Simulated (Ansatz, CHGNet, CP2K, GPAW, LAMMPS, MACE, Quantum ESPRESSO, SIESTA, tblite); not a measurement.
## Zn40S29Se11 with crystalline order left by the classical run (80 atoms): runs against a plane-wave reference

Density of this cell: 4.41 g/cm³. The cell holds 80 atoms: 40 Zn, 29 S and 11 Se. Cell: a = 11.843 Å, b = 11.843 Å, c = 11.843 Å, α = 90.0°, β = 90.0°, γ = 90.0°. 80 atoms (40 Zn, 29 S, 11 Se) placed at random at 4.41 g/cm³, melted at 2500 K for 10 ps at fixed volume with the Stillinger-Weber II-VI potential (Zhou et al., Phys. Rev. B 88, 085309 (2013)). Quenched from 2500 K to 300 K at 4 K/ps and fixed volume, annealed at 800 K for 50 ps, held 5 ps.

Geometry: as built.

The reference, a calculation:

```
method                 : Kohn-Sham DFT, PBE, SSSP efficiency 1.3.0 pseudopotentials, plane waves (Quantum ESPRESSO 7.5); sssp-pbe-1.3.0-efficiency, cutoffs 45/360 Ry, Γ point
r.m.s. force component : 0.4211 eV/Å
longest force          : 2.329 eV/Å
pressure               : 0.934 GPa
time                   : 6 min on 4 MPI ranks of Arm Neoverse V2, shared host
CPU time               : 24 min
```

**Question.** The same geometry is run in other programs. How far does each lie from the reference, and what does it cost?
- tblite IPEA1-xTB (tblite 0.8.0; 1 thread)
- SIESTA PBE, SZP, shift 0.01 Ry, mesh 500 Ry (SIESTA 5.4.2; 2 MPI ranks)
- GPAW PBE, plane waves 550 eV (GPAW 26.7.0; 4 MPI ranks)
- GPAW PBE, LCAO dzp, h 0.16 Å (GPAW 26.7.0; 1 thread)
- CHGNet r2SCAN potential (CHGNet r2SCAN; 1 thread)
- GPAW PBE, LCAO dzp, h 0.2 Å (GPAW 26.7.0; 1 thread)
- SIESTA PBE, DZP, shift 0.01 Ry, mesh 500 Ry (SIESTA 5.4.2; 2 MPI ranks)
- MACE MPA-0 medium potential (MACE MPA-0 medium; 1 thread)
- CP2K PBE, DZVP-MOLOPT-SR, 800/50 Ry, diagonalisation (CP2K 2026.2; 4 MPI ranks)
- GPAW RPBE, LCAO dzp, h 0.2 Å (GPAW 26.7.0; 1 thread)

Differences are against the plane-wave reference, forces as r.m.s. over components; share is that over the reference's r.m.s. force, slope the least-squares factor from reference forces to these. Total energies of different programs have different zeros and aren't compared.

```tsv
run	Δ force, r.m.s. (meV/Å)	share (%)	slope	Δ pressure (GPa)	cores	CPU time	memory (GiB)
reference	-	-	-	-	4	24 min	4.5
tblite IPEA1-xTB	175	41.5	1.127	-4.07	1	2.8 s	0.13
SIESTA PBE, SZP, shift 0.01 Ry, mesh 500 Ry (coarse)	445	106	1.176	-5.18	2	3.6 min	1.6
GPAW PBE, plane waves 550 eV	6.00	1.43	1.008	0.138	4	16 min	3.2
GPAW PBE, LCAO dzp, h 0.16 Å	32.7	7.76	1.020	-	1	7.1 min	3.8
CHGNet r2SCAN potential	245	58.1	0.516	-2.23	1	3.4 s	0.7
GPAW PBE, LCAO dzp, h 0.2 Å	33.2	7.88	1.020	-	1	4 min	2.0
SIESTA PBE, DZP, shift 0.01 Ry, mesh 500 Ry	134	31.9	1.125	-0.829	2	4.2 min	1.8
MACE MPA-0 medium potential	90.2	21.4	0.903	-0.0684	1	6.6 s	0.87
CP2K PBE, DZVP-MOLOPT-SR, 800/50 Ry, diagonalisation	31.6	7.49	1.030	0.621	4	7.6 min	9.2
GPAW RPBE, LCAO dzp, h 0.2 Å	62.1	14.8	1.017	-	1	4.2 min	2.0
```

Rows marked coarse were listed beforehand as settings not expected to be converged; some can still land near the reference.

Times of the machine-learned potentials are mostly Python's start and the loading of weights.

CPU time is summed over cores on a shared host, where runs went side by side, so it is rough. Symmetry, cutoffs, thresholds, outputs and thread counts weren't matched or tuned between programs; memory under MPI is the largest rank's times the ranks.

PBE on plane waves or a grid with other potentials, cutoffs or grids, coarse settings apart, differs from the reference by 1.4 % (GPAW PBE, plane waves 550 eV) of the r.m.s. force; this holds the reference's own error, so differences of a few per cent don't tell which side is nearer the exact PBE result. The PBE runs in local orbitals, coarse settings apart, differ by 7.5 % (CP2K PBE, DZVP-MOLOPT-SR, 800/50 Ry, diagonalisation) to 32 % (SIESTA PBE, DZP, shift 0.01 Ry, mesh 500 Ry); basis, grid and potentials can all enter. Tight binding differs by 42 % (tblite IPEA1-xTB); it is another model, with fitted parameters of its own, and the xTB methods hold dispersion. Machine-learned potentials differ by 21 % (MACE MPA-0 medium potential) to 58 % (CHGNet r2SCAN potential); they were trained on other programs' data, some at another functional. Periodic xTB results under one method name differ between programs and library versions. Machine-learned potentials mimic data converged in k, so the reference's own k-point error enters their differences. The network of bonds at the start is that of the classical potential that made the cell, and needn't be the one that DFT or experiment would give. The electronic-structure runs sample only Γ, in a cell whose shortest periodic width is 12 Å.

[Logs are printed without paths, hosts, clocks, repeated set-up lines and the standing remarks that a program may print on its own settings, such as how far it seeks lower states.]

[Hosts, paths, dates, database ids (printed as entryN), source tags and the programs' standing remarks are cut or masked in the printed files.]
